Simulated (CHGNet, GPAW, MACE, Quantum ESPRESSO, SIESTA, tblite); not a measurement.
## AlN(11-20)/C(110) interface (80 atoms): one structure in several programs

Wanted: errors and costs of other methods on AlN(11-20)/C(110) interface (80 atoms). A plane-wave run serves as the reference.

Program: Quantum ESPRESSO 7.5. Level of theory: Kohn-Sham DFT, PBE, SSSP efficiency 1.3.0 pseudopotentials, plane waves. Results are calculated unless marked as measured.

## 1. Starting point

The cell holds 80 atoms: 16 Al, 16 N and 48 C. Cell: a = 10.741 Å, b = 5.013 Å, c = 22.270 Å, α = 90.0°, β = 90.0°, γ = 90.0°. Wurtzite AlN(11-20), 4 repeat layers, 2 surface cells, strained -0.37 and +0.63 %; diamond-structure C(110), 4 layers, 6 cells, +0.37 and -0.62 %; outer planes 1.82 Å apart, 12 Å of vacuum above; not relaxed, displaced by a Gaussian of 0.02 Å. Then every atom was moved at random, 0.03 Å r.m.s. a Cartesian component. Regions: AlN, 32 atoms (16 Al and 16 N); C, 48 atoms (48 C). Vacuum lies along c.

## 2. Plane-wave reference

pw.in

```
&control
  calculation = 'scf'
  pseudo_dir = './pseudo'
  outdir = './tmp'
  disk_io = 'none'
  tprnfor = .true.
/
&system
  ibrav = 0
  nat = 80
  ntyp = 3
  ecutwfc = 60
  ecutrho = 480
  nosym = .true.
  occupations = 'smearing'
  smearing = 'fd'
  degauss = 0.003675
/
&electrons
  conv_thr = 4.0e-07
  electron_maxstep = 100
  mixing_beta = 0.2
  mixing_mode = 'local-TF'
  diagonalization = 'david'
/
ATOMIC_SPECIES
Al 26.982 Al.upf
N 14.007 N.upf
C 12.011 C.upf
CELL_PARAMETERS angstrom
10.74060 0.00000 0.00000
0.00000 5.01320 0.00000
0.00000 0.00000 22.27049
ATOMIC_POSITIONS crystal
Al 0.50247 0.00127 0.26858
N 0.33364 0.13349 0.27013
Al 0.32859 0.50945 0.26882
N 0.50519 0.61003 0.26900
Al 0.25241 0.00532 0.34016
N 0.08094 0.13025 0.34008
Al 0.08474 0.50227 0.34071
N 0.24357 0.62304 0.33851
Al 0.49836 0.01628 0.40836
N 0.33054 0.12582 0.41157
Al 0.32895 0.49784 0.41060
N 0.49986 0.63054 0.41244
[... 64 atom lines left out ...]
C 0.76597 0.79091 0.67645
C 0.51506 0.51895 0.67528
C 0.59702 0.52930 0.73510
C 0.68144 0.77495 0.72905
K_POINTS gamma
```

Run with:

```bash
> OMP_NUM_THREADS=1 mpirun -np 4 pw.x -in pw.in > output.txt
```

The program printed:

```text
Program PWSCF
     gamma-point specific algorithms are used
     one sub-group per band group will be used
     scalapack distributed-memory algorithm (size of sub-group:  2*  2 procs)
     Parallelization info
     sticks:   dense  smooth     PW     G-vecs:    dense   smooth      PW
     Min        1833     917    228               359202   127030   15879
     Max        1834     920    232               359214   127040   15888
     Sum        7335    3675    917              1436831   508141   63527
     bravais-lattice index     =            0
     lattice parameter (alat)  =      20.2968  a.u.
     unit-cell volume          =    8092.2622 (a.u.)^3
     number of atoms/cell      =           80
     number of atomic types    =            3
[... lines left out ...]
     number of k points=     1  Fermi-Dirac smearing, width (Ry)=  0.0037
[... lines left out ...]
     total energy              =   -1839.83824042 Ry
[... lines left out ...]
     total energy              =   -1837.93712264 Ry
[... lines left out ...]
     total energy              =   -1837.67913675 Ry
[... lines left out ...]
     c_bands:  1 eigenvalues not converged
[... lines left out ...]
     c_bands:  2 eigenvalues not converged
[... lines left out ...]
     c_bands:  1 eigenvalues not converged
[... lines left out ...]
     total energy              =   -1837.73506198 Ry
[... lines left out ...]
     total energy              =   -1837.73506201 Ry
     estimated scf accuracy    <       0.00000061 Ry
     iteration # 32     ecut=    60.00 Ry     beta= 0.20
     negative rho (up, down):  3.240E-04 0.000E+00
     End of self-consistent calculation
          k = 0.0000 0.0000 0.0000 ( 31764 PWs)   bands (ev):
   -17.9788 -17.0928 -16.8797 -15.3464 -14.6896 -14.2756 -14.1625 -14.0639
   -13.4939 -13.4449 -13.3981 -12.8892 -12.8282 -12.7418 -12.6978 -12.6202
   -12.5909 -12.4697 -12.3422 -12.3410 -11.8215 -11.6710 -11.5946 -11.4379
[...]
7.0240   7.1416   7.2713   7.4868   7.7435   7.8795   7.9026   7.9868
     8.0574   8.1349   8.1754   8.2785   8.3395   8.4628   8.4782   8.5621
     the Fermi energy is     3.0102 ev
!    total energy              =   -1837.73506204 Ry
     estimated scf accuracy    <       0.00000018 Ry
     smearing contrib. (-TS)   =      -0.01750607 Ry
     internal energy E=F+TS    =   -1837.71755596 Ry
     The total energy is F=E-TS. E is the sum of the following terms:
     one-electron contribution =  -11095.21503958 Ry
     hartree contribution      =    5681.59872052 Ry
     xc contribution           =    -351.64094267 Ry
     ewald contribution        =    4778.36840514 Ry
     one-center paw contrib.   =    -850.82869938 Ry
     convergence has been achieved in  32 iterations
     negative rho (up, down):  3.240E-04 0.000E+00
     Forces acting on atoms (cartesian axes, Ry/au):
     atom    1 type  1   force =    -0.06335672   -0.04506493    0.04988328
     atom    2 type  2   force =     0.02467605    0.00436482   -0.00820484
     atom    3 type  1   force =     0.08533239   -0.04089408    0.03642385
[...]
atom   79 type  3   force =     0.16818261    0.00976273   -0.09877500
     atom   80 type  3   force =    -0.18211137    0.05390736   -0.00077598
     Total force =     1.099345     Total SCF correction =     0.000834
     Message from routine punch:
     Nothing written, as per user request (disk_io='none')
```

The job ended after 8.6 min (4 MPI ranks of Arm Neoverse N1, shared host; peak memory 3.5 GiB).

Banners, paths, timers and routine set-up lines are dropped from the logs unmarked, and long logs keep their key lines alone; longer cuts are marked.

Numbers from this run:

- r.m.s. force component: 1.825 eV/Å
- longest force: 5.581 eV/Å

## 3. Structure statistics

Normalised to the volume that the atoms fill. Pair distribution functions g(r), in bins of 0.2 Å:

```csv
r (Å),total,C-C,C-Al,C-N,Al-Al,Al-N,N-N
1.40,0.43,1.18,0.00,0.00,0.00,0.00,0.00
1.60,2.49,6.91,0.00,0.00,0.00,0.00,0.00
1.80,0.75,0.00,0.10,0.00,0.00,9.11,0.00
2.00,0.69,0.00,0.17,0.33,0.00,7.15,0.00
2.20,0.11,0.00,0.29,0.15,0.00,0.00,0.00
2.40,0.93,2.48,0.06,0.12,0.00,0.00,0.00
2.60,1.96,5.34,0.05,0.10,0.00,0.00,0.00
2.80,0.29,0.58,0.14,0.17,0.00,0.00,0.00
3.00,2.62,4.78,0.30,0.27,8.47,0.99,8.76
3.20,0.71,0.00,0.21,0.17,7.15,0.74,6.90
3.40,0.21,0.13,0.39,0.30,0.00,0.00,0.00
3.60,1.19,1.60,0.24,0.32,0.00,5.94,0.00
3.80,0.89,1.71,0.24,0.36,0.00,1.57,0.00
4.00,0.48,1.04,0.26,0.17,0.00,0.00,0.00
4.20,0.35,0.38,0.37,0.39,0.00,0.11,0.69
4.40,2.01,3.66,0.43,0.32,3.46,3.34,2.69
4.60,0.96,2.10,0.38,0.39,0.00,0.19,0.10
4.80,0.53,0.24,0.24,0.35,0.00,3.82,0.00
5.00,0.75,1.15,0.47,0.50,1.31,0.00,1.31
5.20,0.82,1.60,0.46,0.33,0.45,0.00,0.97
5.40,0.85,0.73,0.41,0.52,4.73,0.00,4.23
5.60,0.89,1.51,0.57,0.43,0.00,1.26,0.00
5.80,0.94,1.01,0.46,0.58,2.00,2.11,2.12
6.00,0.47,0.15,0.52,0.46,1.82,0.41,1.76
6.20,0.61,0.61,0.50,0.44,0.76,1.24,0.81
6.40,0.85,1.21,0.47,0.59,0.10,1.89,0.00
6.60,1.00,1.68,0.55,0.63,0.00,1.49,0.00
6.80,1.04,1.92,0.64,0.53,0.31,0.47,0.48
```

Bonds by pair of elements; cutoffs follow the first minimum of g(r), held within bounds set by covalent radii, and pairs that aren't listed don't count as bonded (cutoffs were set anew for this text, so counts can differ from the run's own analysis):

```csv
pair A-B,cutoff (Å),bonds,mean length (Å),spread (Å),shortest (Å),B about A,A about B
C-C,1.85,84,1.55,0.044,1.45,3.5,3.5
C-Al,2.62,9,2.17,0.203,1.89,0.188,0.562
Al-N,2.38,56,1.90,0.051,1.79,3.5,3.5
```

How many atoms have how many bonded neighbours:

```csv
element,mean,3,4,5,6
Al,4.06,4,9,1,2
C,3.69,16,31,1,0
N,3.5,8,8,0,0
```

Rings of the network by King's shortest-path rule, up to 12 atoms, one path for each pair of neighbours; H, halogens, alkali and alkaline-earth atoms are left out, and the last column divides by all other atoms, bonded or not:

```csv
ring size (atoms),rings,per network atom
3,5,0.062
4,3,0.038
5,3,0.038
6,106,1.32
7,10,0.125
8,5,0.062
9,5,0.062
10,1,0.012
```

## 4. The ladder

The programs:
- CHGNet: machine-learned potential, published weights.
- GPAW 26.7.0: PAW with atomic orbitals (LCAO), plane waves or a real-space grid of spacing h.
- MACE: machine-learned potential, published weights.
- Quantum ESPRESSO 7.5: plane waves; labels (QE) give functional, pseudopotential set and cutoffs of waves/density.
- SIESTA 5.4.2: numerical atomic orbitals, whose automatically made sets are far from complete, with PseudoDojo norm-conserving potentials that we converted to its format (checked against plane waves on the same files for H, C, O, Si, Ge and Ca alone); labels give functional, basis size, energy shift and mesh cutoff.
- tblite 0.8.0: extended tight binding, driven from Python.

All use the same cell and atoms; the electronic-structure runs use the same k-mesh, and an electronic temperature of 580 K (0.05 eV) where levels are smeared.

Differences are against the plane-wave reference, forces as r.m.s. over components; share is that over the reference's r.m.s. force, slope the least-squares factor from reference forces to these. Total energies of different programs have different zeros and aren't compared.

```csv
run,"Δ force, r.m.s. (meV/Å)",share (%),slope,cores,CPU time,memory (GiB)
reference,-,-,-,4,34 min,3.5
CHGNet r2SCAN potential,785,43.0,0.818,1,8.4 s,2.5
"GPAW PBE, LCAO dzp, h 0.15 Å",132,7.25,0.980,2,23 min,2.5
"GPAW PBE, LCAO dzp, h 0.18 Å",135,7.40,0.980,1,15 min,1.4
"GPAW PBE, LCAO dzp, h 0.18 Å, other mixer settings",135,7.38,0.981,2,18 min,1.6
MACE MP-0b2 small potential,658,36.1,0.817,1,11 s,0.67
MACE MPA-0 medium potential,654,35.8,0.743,1,14 s,1.2
"QE PBE, gbrv-1.5, 40/200 Ry",10.8,0.594,1.001,2,10 min,0.93
"SIESTA PBE, DZ, shift 0.01 Ry, mesh 500 Ry (coarse)",318,17.4,0.992,2,10 min,1.5
tblite GFN1-xTB,608,33.3,0.846,1,7.7 s,0.12
```

Rows marked coarse were listed beforehand as settings not expected to be converged; some can still land near the reference.

Times of the machine-learned potentials are mostly Python's start and the loading of weights.

CPU time is summed over cores on a shared host, where runs went side by side, so it is rough. Symmetry, cutoffs, thresholds, outputs and thread counts weren't matched or tuned between programs; memory under MPI is the largest rank's times the ranks.

Runs without a result: SIESTA PBE, DZP, shift 0.01 Ry, mesh 500 Ry (cut off at its time limit of 13 min); SIESTA PBE, SZP, shift 0.01 Ry, mesh 500 Ry (cut off at its time limit of 7.2 min).

Within one program, basis, potentials and functional, energies share a zero. Each run against its twin at the usual cutoff or grid and solver:

```csv
run,twin,Δ energy (meV/atom),"Δ force, r.m.s. (meV/Å)",CPU time over the twin's
"GPAW PBE, LCAO dzp, h 0.15 Å","LCAO dzp, h 0.18 Å",-32.6,22.9,1.6 (this twin ran on 1 cores)
"GPAW PBE, LCAO dzp, h 0.18 Å, other mixer settings","LCAO dzp, h 0.18 Å",0,3.05,1.2 (this twin ran on 1 cores)
```

## 5. Outcome

| Item | Value |
| --- | --- |
| reference r.m.s. force component | 1.82 eV/Å |
| nearest in forces | QE PBE, gbrv-1.5, 40/200 Ry, 0.59 % |
| farthest in forces | CHGNet r2SCAN potential, 43 % |
| cheapest electronic-structure run beside the reference | tblite GFN1-xTB, 7.7 s of CPU time |

In words: PBE on plane waves or a grid with other potentials, cutoffs or grids, coarse settings apart, differs from the reference by 0.59 % (QE PBE, gbrv-1.5, 40/200 Ry) of the r.m.s. force; this holds the reference's own error, so differences of a few per cent don't tell which side is nearer the exact PBE result. The PBE runs in local orbitals, coarse settings apart, differ by 7.3 % (GPAW PBE, LCAO dzp, h 0.15 Å) to 7.4 % (GPAW PBE, LCAO dzp, h 0.18 Å); basis, grid and potentials can all enter. Tight binding differs by 33 % (tblite GFN1-xTB); it is another model, with fitted parameters of its own, and the xTB methods hold dispersion. Machine-learned potentials differ by 36 % (MACE MPA-0 medium potential) to 43 % (CHGNet r2SCAN potential); they were trained on other programs' data, some at another functional. The reference samples few k-points for this cell, and its sampling error, which other DFT runs on the same mesh share, can be part of so large a difference. Among those trained on PBE data the slope goes as low as 0.74, which softening far from their training structures can give, though the reference's k-sampling is untested too. Runs with settings chosen to be coarse differ by 17 % (SIESTA PBE, DZ, shift 0.01 Ry, mesh 500 Ry), their programs' other errors included. Of the electronic-structure runs that take under half the reference's CPU time, QE PBE, gbrv-1.5, 40/200 Ry comes nearest, at 0.59 % in 10 min against 34 min. In the reference: levels near the Fermi energy are neither full nor empty under the smearing, so no gap is quoted. In the reference: By these cutoffs 56 % of Al atoms have 4, 65 % of C atoms have 4 and 50 % of N atoms have 3 and as many 4 bonded neighbours. Periodic xTB results under one method name differ between programs and library versions. Machine-learned potentials mimic data converged in k, so the reference's own k-point error enters their differences. The cell is under 6 Å thick along one periodic direction, so every atom has periodic images of itself close by, which move with it and show among its neighbours and in g(r). The host structure and its lattice constant were typed by rule, without a check against the phase diagram. The runs have no spin polarisation, so any moments at edges, vacancies or dangling bonds can't form. The electronic-structure runs sample only Γ, in a cell whose shortest periodic width is 5 Å, which is coarse for a cell with partly filled levels.

[Also dropped from logs without a mark: logging warnings of Python, and SIESTA's first energy breakdown and zero terms.]

[Logs are printed without paths, hosts, clocks, repeated set-up lines and the standing remarks that a program may print on its own settings, such as how far it seeks lower states.]

[Hosts, paths, dates, database ids (printed as entryN), source tags and the programs' standing remarks are cut or masked in the printed files.]
